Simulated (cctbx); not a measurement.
**Lattice, Laue class and space group of a new crystal**

Cell: a = 5.1490 Å, b = 5.1490 Å, c = 20.7520 Å, α = 90.00°, β = 90.00°, γ = 120.00°. Expected content of the cell: La4 Ru4 Zn18 Ni2.

Simulated single-crystal data (cctbx): Cu Kα, λ = 1.54184 Å, to d = 0.8 Å, 95 % of the full sphere, strongest reflection 70000 counts, noise from counting, a 3 % proportional error and a noise floor of 15 counts (s.d.); no absorption.

A first pass over the reflections prints:

```text
3698 reflections to d = 0.800 A
centring   violations  <I/sigma> of those
    A       1485 of  1837     17.5
    B       1484 of  1827     17.6
    C       1437 of  1812     16.1
    I       1479 of  1833     17.5
    R       1907 of  2465     16.1
    F       2203 of  2738     17.1
Laue class    unique    Rint  (classes that these axes allow; Friedel mates merged)
P -1             1950   0.021
P 1 1 2/m        1020   0.025
P -3              669   0.026
P -3 1 m          404   0.027
P -3 m 1          450   0.027
P 6/m             357   0.027
P 6/m m m         271   0.028
space group    extra absences  I>4sigma  <I/sigma>
P 6 2 2                 0          0         -  acentric
P 63 2 2               24          0       0.2  acentric
P 6 m m                 0          0         -  acentric
P 63 m c              336          0       0.0  acentric
P -6 m 2                0          0         -  acentric
P -6 2 m                0          0         -  acentric
P -6 2 c              336          0       0.0  acentric
P 6/m m m               0          0         -  centric
P 63/m m c            336          0       0.0  centric
Wilson B = 0.24 A^2   <|E^2-1|> = 0.841 (0.968 centric, 0.736 acentric)   E^2>4: 1.6 %
shell (A)         n   <I/sigma>
20.76 - 1.60     51     46.4
 1.60 - 1.27     33     61.7
 1.27 - 1.11     36     56.4
 1.11 - 1.01     30     57.5
 1.01 - 0.94     33     66.9
 0.94 - 0.88     26     46.0
 0.88 - 0.84     31     60.6
 0.84 - 0.80     31     56.4
```

**Question.** What are the lattice type, the Laue class and the likely space group?

Every centring test has many violations, so the lattice is primitive.

Rint stays low (0.021 to 0.028) up to P 6/m m m, the highest class in these axes.

9 settings pass the absence test. The most absences obeyed, 336, belong to P 63 m c, P -6 2 c and P 63/m m c, which absences can't tell apart.

⟨|E²−1|⟩ = 0.841 lies between the two ideal values. The Wilson B of 0.24 Å² means U ≈ 0.0030 Å².

The true group is P6_3/mmc (no. 194), Laue class 6/mmm, centrosymmetric. The tables only narrow the choice to the tied entries; cell content, site symmetry and trial solutions must settle it.

The model is made up (kin elements in a known structure type, no relaxation), so it says nothing on whether the phase exists.

[Logs are printed without paths, hosts, clocks, repeated set-up lines and the standing remarks that a program may print on its own settings, such as how far it seeks lower states.]
